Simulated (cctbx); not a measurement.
# What is wrong with this refinement?

Cell a = 4.2770 Å, b = 4.2770 Å, c = 6.9370 Å, α = 90.00°, β = 90.00°, γ = 120.00°; space group P6_3/mmc (no. 194). The compound is DyZnCu.

Simulated single-crystal data (cctbx): synchrotron X-rays, λ = 0.6889 Å, to d = 0.75 Å, 70 % of the full sphere, strongest reflection 5000 counts, noise from counting, a 1.5 % proportional error and a noise floor of 15 counts (s.d.); no absorption.

An anisotropic refinement with weights 1/σ² prints:

```text
Rint 0.041, 70 unique reflections to 0.75 A
cycle     R1     wR2    GooF  max shift (A)
   1  0.0328  0.0575   2.953   0.00000
   2  0.0193  0.0334   1.716   0.00000
final R1 0.0193 wR2 0.0334 GooF 1.716  parameters 6  data/parameter 11.7
atom        x        y        z      Ueq    occ   su(xyz)  su(Uiso or U11)
Dy1    0.00000  0.00000  0.50000   0.0079  1.000  0.00000  0.0003
Zn1    0.33333  0.66667  0.75000   0.0094  1.000  0.00000  0.0024
Fe1    0.33333  0.66667  0.25000   0.0088  1.000  0.00000  0.0031
difference map: max 3.57 min -3.20 rms 0.68
Q1    0.3333  0.6667  0.2012    4    3.65  0.34 A from Fe1
Q2    0.0932  0.1864  0.7500    6    2.98  1.78 A from Zn1
Q3    0.2437  0.4873  0.7500    6    2.11  0.66 A from Zn1
Q4    0.3333  0.6667  0.6211    4    1.49  0.89 A from Zn1
Q5    0.0483  0.3462  0.2500   12    1.37  1.30 A from Fe1
Q6    0.2368  0.4736  0.5364   12    1.28  1.64 A from Zn1
```

**Question.** Can this result stand? If not, what is the likely fault?

Mend it. The fault: wrong element: Fe1 is Cu. Against the right model at the same level, R1 goes from 0.0103 to 0.0193 and GooF from 0.89 to 1.72. Fe1 has 3 electrons too few and its U shrinks to make up, as expected.

The compound is DyZnCu. The right model at the same level gives:

```text
Rint 0.041, 70 unique reflections to 0.75 A
cycle     R1     wR2    GooF  max shift (A)
   1  0.0188  0.0295   1.515   0.00000
   2  0.0103  0.0173   0.890   0.00000
final R1 0.0103 wR2 0.0173 GooF 0.890  parameters 6  data/parameter 11.7
atom        x        y        z      Ueq    occ   su(xyz)  su(Uiso or U11)
Dy1    0.00000  0.00000  0.50000   0.0071  1.000  0.00000  0.0002
Zn1    0.33333  0.66667  0.75000   0.0077  1.000  0.00000  0.0011
Cu1    0.33333  0.66667  0.25000   0.0173  1.000  0.00000  0.0014
difference map: max 2.44 min -2.97 rms 0.52
Q1    0.0952  0.1904  0.7500    6    2.64  1.76 A from Zn1
Q2    0.2415  0.4829  0.7500    6    2.18  0.68 A from Zn1
Q3    0.3333  0.6667  0.2500    2    1.89  0.00 A from Cu1
Q4    0.3333  0.6667  0.6268    4    1.78  0.85 A from Zn1
Q5    0.0647  0.3586  0.2500   12    1.52  1.24 A from Cu1
Q6    0.2324  0.4648  0.5319   12    1.31  1.69 A from Zn1
```

This is a model crystal, built by substitution and not relaxed, with assumed displacement parameters.

[Middle refinement cycles are left out of these outputs.]

[Logs are printed without paths, hosts, clocks, repeated set-up lines and the standing remarks that a program may print on its own settings, such as how far it seeks lower states.]
